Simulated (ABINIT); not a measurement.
## Beyond one shot: CsCaF3 (Pm-3m)

How far does self-consistency move the gap of CsCaF3 (Pm-3m)?

Calculated with ABINIT 10.8.3; LDA and many-body steps on it, plane waves.

## (1) The starting structure

The structure is cubic, space group Pm-3m (No. 221). Conventional cell: a = 4.521 Å, b = 4.521 Å, c = 4.521 Å, α = 90.00°, β = 90.00°, γ = 90.00°. Cs has 12 F at 3.20 Å nearest. Ca has 6 F at 2.26 Å nearest. Nearest to F lie 2 Ca at 2.26 Å and 4 Cs at 3.20 Å. Farther neighbours and most contacts between anions are not listed.

Structure file:

```cif
data_structure
_symmetry_space_group_name_H-M 'P 1'
_symmetry_Int_Tables_number 1
_cell_length_a 4.5205
_cell_length_b 4.5205
_cell_length_c 4.5205
_cell_angle_alpha 90.000
_cell_angle_beta 90.000
_cell_angle_gamma 90.000
_cell_volume 92.38
loop_
_atom_site_label
_atom_site_type_symbol
_atom_site_fract_x
_atom_site_fract_y
_atom_site_fract_z
_atom_site_occupancy
Cs1 Cs 0.00000 0.00000 0.00000 1
Ca2 Ca 0.50000 0.50000 0.50000 1
F3 F 0.00000 0.50000 0.50000 1
F4 F 0.50000 0.00000 0.50000 1
F5 F 0.50000 0.50000 0.00000 1
```

The cell and positions are those that the Materials Project relaxed with its own functionals (PBE, PBE+U or r2SCAN), kept fixed. Spin-orbit coupling is left out unless a step names it.

## (2) Empty states on the mesh, 2×2×2 mesh, 89 bands

This step: ABINIT 10.8.3; DFT, LDA, plane waves, norm-conserving pseudopotentials.

The sums over transitions need many empty states on a uniform mesh; this step solves for them.

run.abi reads:

```
acell 3*1.0 Angstrom
rprim 
  4.520531030000 0.000000000000 0.000000000000
  0.000000000000 4.520531030000 0.000000000000
  0.000000000000 0.000000000000 4.520531030000
ntypat 3
znucl 55 20 9
natom 5
typat 1 2 3 3 3
xred 
  0.000000000000 0.000000000000 0.000000000000
  0.500000000000 0.500000000000 0.500000000000
  0.000000000000 0.500000000000 0.500000000000
  0.500000000000 0.000000000000 0.500000000000
  0.500000000000 0.500000000000 0.000000000000
pp_dirpath "pseudos"
pseudos "Cs.upf, Ca.upf, F.upf"
ecut 36
ngkpt 2 2 2
nshiftk 1
shiftk 0 0 0
kptopt 1
chksymbreak 0
iscf -2
irdden 1
istwfk *1
nband 89
nbdbuf 8
tolwfr 1e-09
nstep 60
prtvol 0
indata_prefix "in"
outdata_prefix "out"
tmpdata_prefix "tmp"
```

On the command line:

```console
> OMP_NUM_THREADS=1 mpirun -n 4 abinit run.abi > log
```

Numbers of over 12 decimals in the logs are rounded to 6 here.

The log of the run:

```text
.Version 10.8.3 of ABINIT. v10.8.2 released Aug 2026.

 Symmetries : space group Pm -3 m (#221); Bravais cP (primitive cubic)
[... echo of the input left out ...]
== DATASET  1 ==================================================================
-   mpi_nproc: 4, omp_nthreads: 1 (-1 if OMP is not activated)

--- !DatasetInfo
iteration_state: {dtset: 1, }
dimensions: {natom: 5, nkpt: 4, mband: 89, nsppol: 1, nspinor: 1, nspden: 1, mpw: 6488, }
cutoff_energies: {ecut:  36.0, pawecutdg:  -1.0, }
[...]
1.27595    1.33309    1.33309    1.33309    1.43068    1.43068    1.43068    1.44212
   1.44212    1.45898    1.45898    1.45898    1.47270    1.47270    1.47270    1.48195
   1.51727
 prteigrs : prtvol=0 or 1, do not print more k-points.

== END DATASET(S) ==============================================================
================================================================================

 -outvars: echo values of variables after computation  --------
            nband          89
             nkpt           4
          spgroup         221
 [... the other variables as echoed above ...]

 Calculation completed.
```

Wall time 70 s (4 MPI ranks of AMD EPYC 7571, shared host); peak memory 0.37 GiB; 4.6 min of CPU time.

Numbers from this step:

- gap: 6.840 eV
- k of the valence top: 0.5, 0.5, 0.5
- k of the conduction bottom: 0, 0, 0
- least direct gap: 6.864 eV
- k points computed: 4
- lowest point of the top converged band, above the valence top: 38.95 eV

On this mesh the gap is 6.840 eV.

The density comes from a self-consistent run that is not shown.

## (3) Screening, 2×2×2 mesh, 81 bands, screening to 106.1 eV

The RPA dielectric matrix is built and inverted for each q.

This step: RPA screening on LDA, plane waves, norm-conserving pseudopotentials.

Changes to run.abi since step 2:

```diff
@@ -23,10 +23,11 @@
 chksymbreak 0
-iscf -2
-irdden 1
 istwfk *1
-nband 89
-nbdbuf 8
-tolwfr 1e-09
-nstep 60
-prtvol 0
+occopt 1
+irdwfk 1
+optdriver 3
+nband 81
+ecuteps 3.9
+inclvkb 2
+awtr 1
+symchi 1
 indata_prefix "in"
```

The log of the run:

```text
.Version 10.8.3 of ABINIT. v10.8.2 released Aug 2026.

 Symmetries : space group Pm -3 m (#221); Bravais cP (primitive cubic)
[... echo of the input left out ...]
== DATASET  1 ==================================================================
-   mpi_nproc: 4, omp_nthreads: 1 (-1 if OMP is not activated)

--- !DatasetInfo
iteration_state: {dtset: 1, }
dimensions: {natom: 5, nkpt: 4, mband: 81, nsppol: 1, nspinor: 1, nspden: 1, mpw: 6488, }
cutoff_energies: {ecut:  36.0, pawecutdg:  -1.0, }
electrons: {nelect:   4.00000000E+01, charge:   0.00000000E+00, occopt:   1.00000000E+00, tsmear:   1.00000000E-02, }

 SCREENING: Calculation of the susceptibility and dielectric matrices

 Based on a program developped by R.W. Godby, V. Olevano, G. Onida, and L. Reining.
 Incorporated in ABINIT by V. Olevano, G.-M. Rignanese, and M. Torrent.
.Using double precision arithmetic ; gwpc =  8

[... cell and pseudopotentials left out ...]
--------------------------------------------------------------------------------

 ==== K-mesh for the wavefunctions ====
 Number of points in the irreducible wedge :     4
[... list of points left out ...]
 Together with 48 symmetry operations and time-reversal symmetry
 yields     8 points in the full Brillouin Zone.

 ==== Q-mesh for the screening function ====
 Number of points in the irreducible wedge :     4
[... list of points left out ...]
 Together with 48 symmetry operations and time-reversal symmetry
 yields     8 points in the full Brillouin Zone.

 setmesh: FFT mesh size selected  =    32x   32x   32
          total number of points  =        32768

 vcoul_init : cutoff-mode = AUXILIARY_FUNCTION
 q-points for optical limit:   1
     1)      0.000010    0.000020    0.000030

- screening: taking advantage of time-reversal symmetry
- Maximum band index for partially occupied states nbvw = 20
- Remaining bands to be divided among processors   nbcw = 61
- Number of bands treated by each node ~15

 Number of electrons calculated from density =   40.0000; Expected =   40.0000
 average of density, n =  0.064165
 r_s =    1.5495
 omega_plasma =   24.4345 [eV]

 calculating chi0 at frequencies [eV] :
  1    0.000000E+00    0.000000E+00
  2    0.000000E+00    2.443448E+01

--------------------------------------------------------------------------------
  q-point number  1        q = ( 0.000000, 0.000000, 0.000000) [r.l.u.]
--------------------------------------------------------------------------------
[... chi0 elements left out ...]
 For q-point:  0.000010 0.000020 0.000030
  dielectric constant =   2.3854
  dielectric constant without local fields =   2.6395

  Average fulfillment of the sum rule on Im[epsilon] for q-point    1 :     41.24  [%]
[... wings left out ...]
  q-point number  2        q = ( 0.500000, 0.000000, 0.000000) [r.l.u.]
--------------------------------------------------------------------------------
[... chi0 elements left out ...]
  Average fulfillment of the sum rule on Im[epsilon] for q-point    2 :     49.79  [%]

 [... 2 further q-points ...]
```

Wall time 32 s (4 MPI ranks); peak memory 0.91 GiB; 2.1 min of CPU time.

This step gave:

```yaml
eps_infinity_with_local_fields_on_this_mesh_along_the_program_s_q_direction: 2.385
the_same_without_local_fields: 2.639
plasma_frequency: 24.43 eV
plane_waves_in_the_screening_matrix: 251
```

Local fields lower ε∞ by 10 %. On a Γ-centred mesh this coarse the value itself is usually too large, while a short band sum pulls it down.

## (4) G0W0

The self-energy is evaluated for the states that the input lists, and the levels follow from it, in one-shot runs by the linearised quasiparticle equation.

This step: G0W0 on LDA, plane waves, norm-conserving pseudopotentials.

Changes to run.abi since step 3:

```diff
@@ -26,8 +26,17 @@
 irdwfk 1
-optdriver 3
+optdriver 4
 nband 81
+gwcalctyp 0
+ecutsigx 36
+symsigma 1
+nkptgw 2
+kptgw 
+  0.5000000000 0.5000000000 0.5000000000
+  0.0000000000 0.0000000000 0.0000000000
+bdgw 
+  18 23
+  18 23
 ecuteps 3.9
-inclvkb 2
-awtr 1
-symchi 1
+irdscr 1
+ppmodel 1
 indata_prefix "in"
```

The log of the run:

```text
.Version 10.8.3 of ABINIT. v10.8.2 released Aug 2026.

 Symmetries : space group Pm -3 m (#221); Bravais cP (primitive cubic)
[... echo of the input left out ...]
== DATASET  1 ==================================================================
-   mpi_nproc: 4, omp_nthreads: 1 (-1 if OMP is not activated)

--- !DatasetInfo
iteration_state: {dtset: 1, }
dimensions: {natom: 5, nkpt: 4, mband: 81, nsppol: 1, nspinor: 1, nspden: 1, mpw: 6488, }
cutoff_energies: {ecut:  36.0, pawecutdg:  -1.0, }
electrons: {nelect:   4.00000000E+01, charge:   0.00000000E+00, occopt:   1.00000000E+00, tsmear:   1.00000000E-02, }

 SIGMA: Calculation of the GW corrections

 Based on a program developped by R.W. Godby, V. Olevano, G. Onida, and L. Reining.
 Incorporated in ABINIT by V. Olevano, G.-M. Rignanese, and M. Torrent.
.Using double precision arithmetic ; gwpc =  8

[... cell and pseudopotentials left out ...]
--------------------------------------------------------------------------------

 ==== K-mesh for the wavefunctions ====
 Number of points in the irreducible wedge :     4
[... list of points left out ...]
 Together with 48 symmetry operations and time-reversal symmetry
 yields     8 points in the full Brillouin Zone.

 ==== Q-mesh for screening function ====
 Number of points in the irreducible wedge :     4
[... list of points left out ...]
 Together with 48 symmetry operations and time-reversal symmetry
 yields     8 points in the full Brillouin Zone.

 vcoul_init : cutoff-mode = AUXILIARY_FUNCTION
 q-points for optical limit:   1
     1)      0.000010    0.000020    0.000030
 setmesh: FFT mesh size selected  =    48x   48x   48
          total number of points  =       110592

 Number of electrons calculated from density =   40.0000; Expected =   40.0000
 average of density, n =  0.064165
 r_s =    1.5495
 omega_plasma =   24.4345 [eV]

 === KS Band Gaps ===
  >>>> For spin  1
   Minimum direct gap =   6.8644 [eV], located at k-point      :   0.0000  0.0000  0.0000
   Fundamental gap    =   6.8403 [eV], Top of valence bands at :   0.5000  0.5000  0.5000
                                       Bottom of conduction at :   0.0000  0.0000  0.0000
 SIGMA fundamental parameters:
 PLASMON POLE MODEL  1
 number of plane-waves for SigmaX                 6451
 number of plane-waves for SigmaC and W            251
 number of plane-waves for wavefunctions          6451
 number of bands                                    81
 number of independent spin polarizations            1
 number of spinorial components                      1
 number of k-points in IBZ                           4
 number of q-points in IBZ                           4
 number of symmetry operations                      48
 number of k-points in BZ                            8
 number of q-points in BZ                            8
 number of frequencies for dSigma/dE                 9
 frequency step for dSigma/dE [eV]                0.25
 number of omega for Sigma on real axis              0
 max omega for Sigma on real axis  [eV]           0.00
 zcut for avoiding poles [eV]                     0.10

 EPSILON^-1 parameters (SCR file):
 dimension of the eps^-1 matrix on file            251
 dimension of the eps^-1 matrix used               251
 number of plane-waves for wavefunctions          6451
 number of bands                                    81
 number of q-points in IBZ                           4
 number of frequencies                               2
 number of real frequencies                          1
 number of imag frequencies                          1

 matrix elements of self-energy operator (all in [eV])

 Perturbative Calculation

--- !SelfEnergy_ee
iteration_state: {dtset: 1, }
kpoint     : [   0.500,    0.500,    0.500, ]
spin       : 1
KS_gap     :    8.824
QP_gap     :   12.475
Delta_QP_KS:    3.651
data: !SigmaeeData |
     Band     E0 <VxcDFT>   SigX SigC(E0)      Z dSigC/dE  Sig(E)    E-E0       E
       18   0.152 -21.956 -29.477   5.424   0.794  -0.259 -23.621  -1.665  -1.513
       19   0.152 -21.956 -29.477   5.424   0.794  -0.259 -23.621  -1.665  -1.513
       20   0.152 -21.956 -29.477   5.424   0.794  -0.259 -23.621  -1.665  -1.513
       21   8.976  -9.539  -4.486  -2.796   0.879  -0.137  -7.553   1.986  10.962
       22   8.976  -9.539  -4.486  -2.796   0.879  -0.137  -7.553   1.986  10.962
       23   8.976  -9.539  -4.486  -2.796   0.879  -0.137  -7.553   1.986  10.962

--- !SelfEnergy_ee
iteration_state: {dtset: 1, }
kpoint     : [   0.000,    0.000,    0.000, ]
spin       : 1
KS_gap     :    6.864
QP_gap     :   10.389
Delta_QP_KS:    3.524
data: !SigmaeeData |
     Band     E0 <VxcDFT>   SigX SigC(E0)      Z dSigC/dE  Sig(E)    E-E0       E
[...]
21   6.993  -9.484  -4.516  -2.852   0.883  -0.132  -7.615   1.870   8.862
       22   8.181  -8.906  -3.995  -2.751   0.883  -0.133  -6.999   1.907  10.088
       23   8.181  -8.906  -3.995  -2.751   0.883  -0.133  -6.999   1.907  10.088

== END DATASET(S) ==============================================================
================================================================================

 -outvars: echo values of variables after computation  --------
           etotal      0.0000000000E+00
            nband          81
             nkpt           4
          spgroup         221
 [... the other variables as echoed above ...]

 Calculation completed.
```

The job ended after 24 s (4 MPI ranks; peak memory 0.88 GiB; 93 s of CPU time).

Numbers from this step:

```yaml
g0w0_gap_on_the_points_computed: 10.38 eV
starting_gap_on_the_mesh: 6.840 eV
k_of_the_valence_top: 0.5, 0.5, 0.5
k_of_the_conduction_bottom: 0, 0, 0
z_at_the_valence_top: 0.794
z_at_the_conduction_bottom: 0.883
least_direct_g0w0_gap_on_the_computed_points: 10.39 eV
```

The gap on the mesh goes from 6.84 eV to 10.38 eV, a correction of +3.53 eV.

## (5) evGW0, cycle 1

This step: evGW0 on LDA, plane waves, norm-conserving pseudopotentials.

Changes to run.abi since step 4:

```diff
@@ -28,12 +28,16 @@
 nband 81
-gwcalctyp 0
+gwcalctyp 10
 ecutsigx 36
 symsigma 1
-nkptgw 2
+nkptgw 4
 kptgw 
+  0.0000000000 0.0000000000 0.0000000000
+  0.5000000000 0.0000000000 0.0000000000
+  0.5000000000 0.5000000000 0.0000000000
   0.5000000000 0.5000000000 0.5000000000
-  0.0000000000 0.0000000000 0.0000000000
 bdgw 
-  18 23
-  18 23
+  9 26
+  9 26
+  9 26
+  9 26
 ecuteps 3.9
```

The log of the run:

```text
.Version 10.8.3 of ABINIT. v10.8.2 released Aug 2026.

 Symmetries : space group Pm -3 m (#221); Bravais cP (primitive cubic)
[... echo of the input left out ...]
== DATASET  1 ==================================================================
-   mpi_nproc: 4, omp_nthreads: 1 (-1 if OMP is not activated)

--- !DatasetInfo
iteration_state: {dtset: 1, }
dimensions: {natom: 5, nkpt: 4, mband: 81, nsppol: 1, nspinor: 1, nspden: 1, mpw: 6488, }
cutoff_energies: {ecut:  36.0, pawecutdg:  -1.0, }
electrons: {nelect:   4.00000000E+01, charge:   0.00000000E+00, occopt:   1.00000000E+00, tsmear:   1.00000000E-02, }

 SIGMA: Calculation of the GW corrections

 Based on a program developped by R.W. Godby, V. Olevano, G. Onida, and L. Reining.
 Incorporated in ABINIT by V. Olevano, G.-M. Rignanese, and M. Torrent.
.Using double precision arithmetic ; gwpc =  8

[... cell and pseudopotentials left out ...]
--------------------------------------------------------------------------------

 ==== K-mesh for the wavefunctions ====
 Number of points in the irreducible wedge :     4
[... list of points left out ...]
 Together with 48 symmetry operations and time-reversal symmetry
 yields     8 points in the full Brillouin Zone.

 ==== Q-mesh for screening function ====
 Number of points in the irreducible wedge :     4
[... list of points left out ...]
 Together with 48 symmetry operations and time-reversal symmetry
 yields     8 points in the full Brillouin Zone.

 vcoul_init : cutoff-mode = AUXILIARY_FUNCTION
 q-points for optical limit:   1
     1)      0.000010    0.000020    0.000030
 setmesh: FFT mesh size selected  =    48x   48x   48
          total number of points  =       110592

 Number of electrons calculated from density =   40.0000; Expected =   40.0000
[...]
--- !SelfEnergy_ee
iteration_state: {dtset: 1, }
kpoint     : [   0.500,    0.500,    0.000, ]
spin       : 1
KS_gap     :    8.659
QP_gap     :   12.559
Delta_QP_KS:    3.900
data: !SigmaeeData |
     Band     E_DFT   <VxcDFT>   E(N-1)  <Hhartree>   SigX  SigC[E(N-1)]    Z     dSigC/dE  Sig[E(N)]  DeltaE  E(N)_pert E(N)_diago
[...]
--- !SelfEnergy_ee
iteration_state: {dtset: 1, }
kpoint     : [   0.500,    0.500,    0.500, ]
spin       : 1
KS_gap     :    8.824
QP_gap     :   12.475
Delta_QP_KS:    3.651
data: !SigmaeeData |
     Band     E_DFT   <VxcDFT>   E(N-1)  <Hhartree>   SigX  SigC[E(N-1)]    Z     dSigC/dE  Sig[E(N)]  DeltaE  E(N)_pert E(N)_diago
[...]
25    10.175   -16.415    10.175    26.590    -8.837    -3.042     0.855    -0.170   -12.538     3.877    14.052    14.711
       26    10.175   -16.415    10.175    26.590    -8.837    -3.042     0.855    -0.170   -12.538     3.877    14.052    14.711

 New Fermi energy :        1.316481E-01 Ha ,    3.582326E+00 eV

 === QP Band Gaps ===
  >>>> For spin  1
   Minimum direct gap =  11.0531 [eV], located at k-point      :   0.0000  0.0000  0.0000
   Fundamental gap    =  11.0531 [eV], Top of valence bands at :   0.0000  0.0000  0.0000
                                       Bottom of conduction at :   0.0000  0.0000  0.0000

 writing QP data on file : out_QPS

 Convergence of QP corrections
 >>>>> For spin  1 <<<<<
.  kptgw no:  1; Maximum DeltaE = (  -1.730  -0.000) for band index: 17
.  kptgw no:  2; Maximum DeltaE = (  -1.739  -0.000) for band index: 16
.  kptgw no:  3; Maximum DeltaE = (  -1.678  -0.000) for band index: 18
.  kptgw no:  4; Maximum DeltaE = (  -1.665  -0.000) for band index: 18

== END DATASET(S) ==============================================================
================================================================================

 -outvars: echo values of variables after computation  --------
           etotal      0.0000000000E+00
            nband          81
             nkpt           4
          spgroup         221
 [... the other variables as echoed above ...]

 Calculation completed.
```

Elapsed: 79 s, on 4 MPI ranks; peak memory 1.3 GiB; 5.2 min of CPU time.

Numbers from this step:

* quasiparticle gap on the mesh: 11.05 eV
* gap of the density functional on the mesh: 6.840 eV
* k of the valence top: 0, 0, 0
* k of the conduction bottom: 0, 0, 0
* Z at the valence top: 0.798
* Z at the conduction bottom: 0.883
* least direct quasiparticle gap on the computed points: 11.05 eV

Against G0W0 in ABINIT (2×2×2 mesh, 81 bands, screening to 106.1 eV, Godby-Needs plasmon pole), the gap moves by +0.678 eV. This first cycle still uses the starting levels; it takes the full correction, at all points of the mesh, and its linearised value is 10.375 eV.

## (6) evGW0, cycle 2

The corrected levels of the last cycle go back in.

Changes to run.abi since step 5:

```diff
@@ -45,2 +45,3 @@
 ppmodel 1
+irdqps 1
 indata_prefix "in"
```

The log of the run:

```text
.Version 10.8.3 of ABINIT. v10.8.2 released Aug 2026.

 Symmetries : space group Pm -3 m (#221); Bravais cP (primitive cubic)
[... echo of the input left out ...]
== DATASET  1 ==================================================================
-   mpi_nproc: 4, omp_nthreads: 1 (-1 if OMP is not activated)

--- !DatasetInfo
iteration_state: {dtset: 1, }
dimensions: {natom: 5, nkpt: 4, mband: 81, nsppol: 1, nspinor: 1, nspden: 1, mpw: 6488, }
cutoff_energies: {ecut:  36.0, pawecutdg:  -1.0, }
[...]
.  kptgw no:  2; Maximum DeltaE = (   0.047   0.000) for band index: 18
.  kptgw no:  3; Maximum DeltaE = (   0.046  -0.000) for band index: 18
.  kptgw no:  4; Maximum DeltaE = (   0.043   0.000) for band index: 18

== END DATASET(S) ==============================================================
================================================================================

 -outvars: echo values of variables after computation  --------
           etotal      0.0000000000E+00
            nband          81
             nkpt           4
          spgroup         221
 [... the other variables as echoed above ...]

 Calculation completed.
```

The job ended after 81 s (4 MPI ranks; peak memory 1.3 GiB).

This step gave:

* quasiparticle gap on the mesh: 10.90 eV
* gap of the density functional on the mesh: 6.840 eV
* k of the valence top: 0.5, 0.5, 0.5
* k of the conduction bottom: 0, 0, 0
* least direct quasiparticle gap on the computed points: 10.91 eV

Against the cycle before, the gap moves by −0.154 eV.

(Continued in part 2 of 3.)

[Paths, hosts, dates, memory and timing lines, banners, echoed tables and standing remarks are left out of the program output.]

[Logs are printed without paths, hosts, clocks, repeated set-up lines and the standing remarks that a program may print on its own settings, such as how far it seeks lower states.]

[Runs of the session that timed out or met a known fault of the program may be left out.]

[Hosts, paths, dates, database ids (printed as entryN), source tags and the programs' standing remarks are cut or masked in the printed files.]

[G0W0 gaps are taken among the corrected bands and points alone; a level outside them can change the order at an edge.]

[Where Ansatz stands beside ABINIT at settings called matched, ABINIT's density can come from a denser mesh and the files from another edition; pairs whose starting gaps differed by over 0.03 eV were left out, so agreement reads better than it is.]
